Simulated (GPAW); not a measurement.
# WSi2P4 monolayer: simulated STM images

What would a tunnelling microscope show on WSi2P4 monolayer?

Program: GPAW 26.7.0. Level of theory: GPAW, PAW setups; layer in a repeated cell with vacuum, relaxation of atoms and in-plane cell, in the first sound run; inputs show where later runs differ. Results are calculated unless marked as measured.

## (1) Starting point

The cell holds 7 atoms: 4 P, 2 Si and 1 W. Cell: a = 3.480 Å, b = 3.480 Å, c = 22.511 Å, α = 90.0°, β = 90.0°, γ = 120.0°. Vacuum lies along c.

## (2) Relaxing the atoms

Forces are removed first; all later runs use this geometry.

The input, run.py:

```python
import json
import numpy as np
from ase import Atoms
from ase.filters import FrechetCellFilter
from ase.optimize import BFGS
from gpaw import GPAW, PW

slab = Atoms(
    ['P', 'Si', 'P', 'W', 'P', 'Si', 'P'],
    positions=[
        [0.00000, 0.00000, 7.00000],
        [-0.00000, 2.00918, 7.64444],
        [-0.00000, 2.00918, 9.75444],
        [0.00000, 0.00000, 11.25553],
        [-0.00000, 2.00918, 12.75661],
        [-0.00000, 2.00918, 14.86661],
        [0.00000, 0.00000, 15.51105]],
    cell=[[3.48, 0.0, 0.0], [-1.74, 3.01377, 0.0], [0.0, 0.0, 22.5111]],
    pbc=[True, True, True])

slab.calc = GPAW(mode=PW(600), xc='PBE', kpts={'size': (9, 9, 1), 'gamma': True},
                 occupations={'name': 'fermi-dirac', 'width': 0.05}, nbands='200%',
                 convergence={'density': 1e-05}, maxiter=200,
                 symmetry={'tolerance': 1e-3}, txt='slab.txt')
result = {}
# The in-plane cell is free; stress needs a cell that repeats along all three vectors
path = []
opt = BFGS(FrechetCellFilter(slab, mask=[1, 1, 0, 0, 0, 1]), maxstep=0.2)
opt.attach(lambda: path.append((slab.get_potential_energy(), slab.positions.tolist(), slab.get_forces().tolist())))
result['relaxed'] = bool(opt.run(fmax=0.02, steps=45))
result['path'] = path
result['cell'] = slab.cell.tolist()
print('in-plane lattice', slab.cell.cellpar().round(4)[[0, 1, 5]])
energy = slab.get_potential_energy()
fermi = slab.calc.get_fermi_level()
v = slab.calc.get_electrostatic_potential().mean((0, 1)) - fermi
n = slab.calc.get_pseudo_density().mean((0, 1))
L = slab.cell[2, 2]
z = np.arange(len(v)) * L / len(v)
low, high = slab.positions[:, 2].min(), slab.positions[:, 2].max()
below, above = np.interp([low - 4.8, high + 4.8], z, v)
slopes = [np.interp(x, z, np.gradient(v, z)) for x in (low - 4.8, high + 4.8)]
eps = np.array([[slab.calc.get_eigenvalues(k, s) for k in range(len(slab.calc.get_ibz_k_points()))]
                for s in range(slab.calc.get_number_of_spins())]) - fermi
top, bottom = eps[eps < 0].max(), eps[eps > 0].min()
dipole = slab.get_dipole_moment()[2]
print(f'energy {energy:.4f} eV, Fermi level {fermi:.4f} eV, dipole {dipole:.5f} e A')
print(f'potential 4.8 A off the faces, from the Fermi level: lower {below:.4f} eV, upper {above:.4f} eV')
print(f'slope of the potential there: lower {slopes[0]:.5f}, upper {slopes[1]:.5f} eV/A')
print(f'nearest levels on the mesh: {top:.4f} and {bottom:.4f} eV')
print('magnetic moment', round(slab.get_magnetic_moment(), 3))
result.update(energy=energy, fermi=fermi, dipole=dipole, below=below, above=above, slopes=slopes, edges=[top, bottom],
              z=z.tolist(), v=v.tolist(), n=n.tolist(), positions=slab.positions.tolist(),
              forces=slab.get_forces(apply_constraint=False).tolist(), moments=slab.get_magnetic_moments().tolist())
json.dump(result, open('result.json', 'w'))
```

Command:

```console
> OMP_NUM_THREADS=1 OPENBLAS_NUM_THREADS=1 python run.py
```

Output:

```text
Step          Energy          fmax
BFGS:    0      -43.660972        3.611894
BFGS:    1      -44.351068        3.144981
BFGS:    2      -45.349911        1.279392
BFGS:    3      -45.395617        0.640853
BFGS:    4      -45.444451        0.573027
BFGS:    5      -45.501182        0.701730
BFGS:    6      -45.555841        0.686527
BFGS:    7      -45.594863        0.488793
BFGS:    8      -45.613336        0.350039
BFGS:    9      -45.620392        0.276568
BFGS:   10      -45.624909        0.210317
BFGS:   11      -45.632277        0.277561
BFGS:   12      -45.639106        0.238745
BFGS:   13      -45.642182        0.090564
BFGS:   14      -45.642584        0.011883
in-plane lattice [  3.4639   3.4639 120.    ]
energy -45.6426 eV, Fermi level 1.8901 eV, dipole -0.00089 e A
potential 4.8 A off the faces, from the Fermi level: lower 4.8238 eV, upper 4.8262 eV
slope of the potential there: lower -0.00077, upper -0.00063 eV/A
nearest levels on the mesh: -0.4252 and 0.4251 eV
magnetic moment 0.0
```

Elapsed: 19 min, on 1 thread of Arm Neoverse V1, shared host; peak memory 0.65 GiB.

Numbers from this step:

```
dipole along the normal                    : -8.85e-4 e·Å
levels nearest the Fermi level on the mesh : -0.4252, 0.4251 eV from the Fermi level
```

The electrostatic potential energy of an electron (without an applied field's), less the Fermi level, planar mean oscillates, so the rows of the table below give means over windows of 0.5 Å about each position, cut where the curve ends. Its maxima inside the range that stand out by 2 % of the span (Å: eV): 7.12: -11.5, 8.71: 1.16, 10.46: -7.47, 12.05: -7.47, 13.81: 1.16, 15.39: -11.5. Its minima: 6.60: -15.2, 7.47: -13.3, 9.85: -13.4, 11.26: -20.1, 12.66: -13.4, 15.04: -13.3, 15.92: -15.2.

Electrostatic potential energy of an electron (without an applied field's), less the Fermi level, planar mean against z; means over each step:

```
z (Å)  electrostatic potential energy of an electron (without an applied field's), less the Fermi level, planar mean (eV)
  0.0                                                                                                                4.82
  0.5                                                                                                                4.82
  1.0                                                                                                                4.82
  1.5                                                                                                                4.82
  2.0                                                                                                                4.82
  2.5                                                                                                                4.82
  3.0                                                                                                                4.82
  3.5                                                                                                                4.82
  4.0                                                                                                                4.79
  4.5                                                                                                                4.69
  5.0                                                                                                                4.23
  5.5                                                                                                                2.31
  6.0                                                                                                               -4.38
  6.5                                                                                                               -13.9
  7.0                                                                                                               -12.2
  7.5                                                                                                               -12.7
  8.0                                                                                                               -6.54
  8.5                                                                                                              0.0373
  9.0                                                                                                              -0.205
  9.5                                                                                                               -8.14
 10.0                                                                                                               -11.7
 10.5                                                                                                               -8.46
 11.0                                                                                                               -16.4
 11.5                                                                                                               -16.6
 12.0                                                                                                               -8.53
 12.5                                                                                                               -11.6
 13.0                                                                                                               -8.34
 13.5                                                                                                              -0.303
 14.0                                                                                                               0.124
 14.5                                                                                                               -6.36
 15.0                                                                                                               -12.7
 15.5                                                                                                               -12.1
 16.0                                                                                                               -13.9
 16.5                                                                                                               -4.62
 17.0                                                                                                                2.23
 17.5                                                                                                                4.22
 18.0                                                                                                                4.69
 18.5                                                                                                                4.79
 19.0                                                                                                                4.82
 19.5                                                                                                                4.83
 20.0                                                                                                                4.83
 20.5                                                                                                                4.83
 21.0                                                                                                                4.83
 21.5                                                                                                                4.83
 22.0                                                                                                                4.83
```

Table of pseudo valence density, planar mean by z:

```
z (Å)  pseudo valence density, planar mean (e/Å³)
  3.0                                      7.4e-5
  3.5                                      3.2e-4
  4.0                                     0.00139
  4.5                                     0.00609
  5.0                                      0.0262
  5.5                                      0.0999
  6.0                                       0.249
  6.5                                       0.304
  7.0                                       0.425
  7.5                                       0.275
  8.0                                       0.189
  8.5                                       0.153
  9.0                                       0.189
  9.5                                       0.271
 10.0                                       0.349
 10.5                                       0.477
 11.0                                        1.01
 11.5                                        1.03
 12.0                                       0.480
 12.5                                       0.353
 13.0                                       0.272
 13.5                                       0.191
 14.0                                       0.152
 14.5                                       0.188
 15.0                                       0.270
 15.5                                       0.426
 16.0                                       0.306
 16.5                                       0.251
 17.0                                       0.103
 17.5                                      0.0270
 18.0                                     0.00627
 18.5                                     0.00143
 19.0                                      3.3e-4
 19.5                                      7.7e-5
```

The relaxation lowered the energy of the cell by 1.99 eV (energies extrapolated to zero smearing; the optimiser's log prints free energies). The largest force left on a free atom is 0.012 eV/Å.

[end of part 1 of 2]

[Logs are printed without paths, hosts, clocks, repeated set-up lines and the standing remarks that a program may print on its own settings, such as how far it seeks lower states.]

[Hosts, paths, dates, database ids (printed as entryN), source tags and the programs' standing remarks are cut or masked in the printed files.]
